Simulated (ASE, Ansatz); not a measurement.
# Local environments in MgS(100) slab (72 atoms)

The cell holds 72 atoms: 36 Mg and 36 S. Its edges and angles: a = 11.031 Å, b = 11.031 Å, c = 21.800 Å, α = 90.0°, β = 90.0°, γ = 90.0°. It derives from MgS (rock-salt). Rock-salt MgS (a = 5.2 Å), (100) slab of 4 repeat layers, 3 x 3 surface cells, 14 Å of vacuum; not relaxed, displaced by a Gaussian of 0.02 Å. Vacuum lies along c.

Method: Kohn-Sham DFT, LDA, PAW (set soft_2), plane waves (Ansatz 0.2.0; cutoff 420 eV, Γ point, fermi-dirac smearing of 0.05 eV), at the geometry as built.

The whole cell was solved; only parts of it are printed.

Local excerpt of 46 atoms (numbers count through the whole input) about Mg31, which bears the longest force; x, y, z are measured from there.

```csv
atom,x,y,z,distance (Å),bonds,Fx,Fy,Fz (eV/Å)
Mg31,0.00,0.00,0.00,0.00,5,0.04,-0.06,-0.92
S48,-1.81,-1.86,-0.07,2.59,5,-0.08,0.10,0.48
S32,-1.85,1.85,-0.05,2.61,5,0.06,-0.03,0.36
S56,1.86,1.84,-0.06,2.62,5,-0.07,-0.04,0.32
S72,1.86,-1.86,-0.05,2.64,5,0.02,0.24,0.35
S30,-0.02,-0.01,-2.65,2.65,6,0.21,0.13,0.08
Mg7,-3.67,0.00,-0.01,3.67,5,0.07,-0.08,-0.83
Mg39,-0.01,3.68,-0.07,3.68,5,0.05,0.05,-0.63
Mg47,0.02,-3.68,-0.05,3.68,5,-0.07,0.01,-0.68
Mg55,3.70,0.00,-0.03,3.70,5,-0.09,-0.09,-0.79
Mg53,1.83,-1.84,-2.64,3.70,6,0.02,0.08,0.08
Mg37,-1.81,1.86,-2.64,3.71,6,-0.07,-0.18,-0.01
Mg29,-1.85,-1.83,-2.65,3.72,6,0.12,-0.04,0.14
Mg61,1.83,1.85,-2.65,3.72,6,0.03,-0.13,0.05
S6,-3.64,-0.02,-2.60,4.48,6,-0.20,0.23,-0.17
S46,0.03,-3.67,-2.62,4.51,6,-0.22,-0.06,-0.23
S38,0.01,3.66,-2.64,4.51,6,-0.02,0.13,-0.08
S54,3.70,0.00,-2.65,4.55,6,-0.08,0.03,0.08
Mg63,3.71,3.65,-0.06,5.20,5,-0.13,0.14,-0.72
Mg15,-3.68,3.69,-0.03,5.21,5,0.09,0.00,-0.75
Mg71,3.69,-3.68,-0.06,5.21,5,-0.04,-0.04,-0.69
Mg23,-3.69,-3.68,-0.04,5.22,5,0.16,0.05,-0.76
Mg27,0.03,-0.01,-5.27,5.27,6,-0.14,0.03,0.04
S64,1.80,-5.50,-0.09,5.78,5,0.26,-0.20,0.43
S8,-5.50,1.83,-0.03,5.80,5,0.01,0.03,0.31
S24,-5.50,-1.85,-0.06,5.80,5,-0.04,0.05,0.34
S44,-1.81,-1.84,-5.20,5.81,6,-0.20,0.00,-0.30
S22,-3.66,-3.66,-2.64,5.81,6,-0.14,-0.19,-0.09
S40,-1.85,5.51,-0.07,5.81,5,0.01,-0.04,0.31
S40,-1.85,-5.52,-0.07,5.82,5,0.01,-0.04,0.31
S8,5.53,1.83,-0.03,5.82,5,0.01,0.03,0.31
S64,1.80,5.54,-0.09,5.82,5,0.26,-0.20,0.43
S70,3.65,-3.68,-2.64,5.82,6,0.24,0.01,-0.10
S24,5.53,-1.85,-0.06,5.83,5,-0.04,0.05,0.34
S62,3.69,3.68,-2.65,5.84,6,-0.08,0.06,0.03
S14,-3.68,3.67,-2.67,5.84,6,0.11,0.03,0.13
S68,1.83,-1.82,-5.26,5.86,6,0.15,-0.14,0.10
S52,1.81,1.83,-5.27,5.86,6,0.22,0.02,0.18
S28,-1.78,1.84,-5.29,5.88,6,-0.35,-0.08,0.19
Mg69,1.82,-5.46,-2.65,6.34,6,0.06,-0.18,0.02
Mg45,-1.83,5.50,-2.66,6.38,6,-0.02,0.13,0.12
Mg13,-5.50,1.87,-2.63,6.38,6,-0.02,-0.18,0.03
Mg3,-3.66,0.03,-5.22,6.38,6,0.02,-0.04,-0.02
Mg5,-5.51,-1.83,-2.67,6.39,6,0.03,-0.03,0.11
Mg51,3.68,0.01,-5.22,6.39,6,-0.02,0.00,-0.10
Mg43,0.02,-3.64,-5.25,6.39,6,-0.06,-0.10,0.03
```

The column of bonds counts only the pairs Mg-S within 3.02 Å; other neighbours, such as metal atoms beside each other in a compound, aren't counted, and periodic images can show an atom twice.

A closer look about S62, picked at random: 46 atoms, nearest first, numbered in the order of the input, with positions taken from that point.

```csv
atom,x,y,z,distance (Å),bonds,Fx,Fy,Fz (eV/Å)
S62,0.00,0.00,0.00,0.00,6,-0.08,0.06,0.03
Mg13,1.84,-1.81,0.02,2.58,6,-0.02,-0.18,0.03
Mg21,1.84,1.82,-0.01,2.59,6,0.00,0.11,0.13
Mg63,0.02,-0.03,2.60,2.60,5,-0.13,0.14,-0.72
Mg61,-1.85,-1.83,0.00,2.60,6,0.03,-0.13,0.05
Mg59,-0.02,-0.01,-2.61,2.61,6,-0.06,0.02,-0.07
Mg69,-1.87,1.89,0.00,2.66,6,0.06,-0.18,0.02
S4,1.82,-1.82,-2.57,3.63,6,0.09,-0.19,-0.19
S12,1.85,1.80,-2.59,3.66,6,-0.18,0.26,-0.08
S14,3.66,-0.01,-0.02,3.66,6,0.11,0.03,0.13
S56,-1.82,-1.84,2.60,3.67,5,-0.07,-0.04,0.32
S70,-0.03,3.67,0.01,3.67,6,0.24,0.01,-0.10
S54,0.01,-3.68,0.00,3.68,6,-0.08,0.03,0.08
S38,-3.68,-0.02,0.01,3.68,6,-0.02,0.13,-0.08
S64,-1.88,1.86,2.57,3.69,5,0.26,-0.20,0.43
S8,1.84,-1.85,2.62,3.70,5,0.01,0.03,0.31
S16,1.87,1.84,2.61,3.70,5,-0.28,-0.06,0.26
S52,-1.88,-1.84,-2.61,3.71,6,0.22,0.02,0.18
S60,-1.88,1.83,-2.63,3.71,6,0.16,0.09,0.20
Mg11,3.64,0.02,-2.59,4.47,6,0.21,-0.19,-0.14
Mg51,0.00,-3.67,-2.57,4.47,6,-0.02,0.00,-0.10
Mg71,0.00,3.68,2.59,4.50,5,-0.04,-0.04,-0.69
Mg15,3.67,0.01,2.62,4.51,5,0.09,0.00,-0.75
Mg67,0.00,3.68,-2.61,4.51,6,-0.08,-0.03,-0.04
Mg55,0.02,-3.67,2.62,4.51,5,-0.09,-0.09,-0.79
Mg39,-3.70,0.00,2.58,4.51,5,0.05,0.05,-0.63
Mg35,-3.70,0.01,-2.59,4.52,6,0.05,-0.05,-0.16
S46,-3.66,3.69,0.04,5.19,6,-0.22,-0.06,-0.23
S58,-0.04,-0.01,-5.19,5.19,5,0.20,-0.05,-0.32
S22,3.69,3.70,0.01,5.22,6,-0.14,-0.19,-0.09
S6,3.70,-3.70,0.05,5.23,6,-0.20,0.23,-0.17
S30,-3.71,-3.69,0.01,5.23,6,0.21,0.13,0.08
Mg3,3.68,-3.65,-2.57,5.79,6,0.02,-0.04,-0.02
Mg37,-5.50,-1.81,0.01,5.79,6,-0.07,-0.18,-0.01
Mg23,3.65,3.67,2.61,5.80,5,0.16,0.05,-0.76
Mg19,3.67,3.66,-2.60,5.80,6,0.03,0.11,0.00
Mg5,1.84,-5.51,-0.01,5.81,6,0.03,-0.03,0.11
Mg47,-3.67,3.68,2.60,5.81,5,-0.07,0.01,-0.68
Mg45,-5.51,1.82,-0.01,5.81,6,-0.02,0.13,0.12
Mg27,-3.65,-3.68,-2.62,5.81,6,-0.14,0.03,0.04
Mg45,5.52,1.82,-0.01,5.81,6,-0.02,0.13,0.12
Mg17,1.84,1.85,-5.19,5.81,5,-0.12,-0.14,0.68
Mg57,-1.84,-1.88,-5.18,5.81,5,-0.05,0.17,0.66
Mg53,-1.86,-5.51,0.01,5.82,6,0.02,0.08,0.08
Mg37,5.53,-1.81,0.01,5.82,6,-0.07,-0.18,-0.01
Mg5,1.84,5.52,-0.01,5.82,6,0.03,-0.03,0.11
```

The column of bonds counts only the pairs Mg-S within 3.02 Å; other neighbours, such as metal atoms beside each other in a compound, aren't counted, and periodic images can show an atom twice.

Neighbours are counted within 3.02 Å (Mg-S).

Length of the force by element and coordination:

```csv
element,coordination,atoms,mean length of the force (eV/Å),spread,least,most
Mg,all,36,0.454,0.311,0.0499,0.918
Mg,5,18,0.758,0.0761,0.631,0.918
Mg,6,18,0.15,0.0582,0.0499,0.322
S,all,36,0.314,0.113,0.105,0.558
S,5,18,0.383,0.0892,0.195,0.558
S,6,18,0.245,0.0905,0.105,0.403
```

Only the Γ point is sampled, in a cell whose shortest periodic width is 11 Å.

[Logs are printed without paths, hosts, clocks, repeated set-up lines and the standing remarks that a program may print on its own settings, such as how far it seeks lower states.]

[Hosts, paths, dates, database ids (printed as entryN), source tags and the programs' standing remarks are cut or masked in the printed files.]
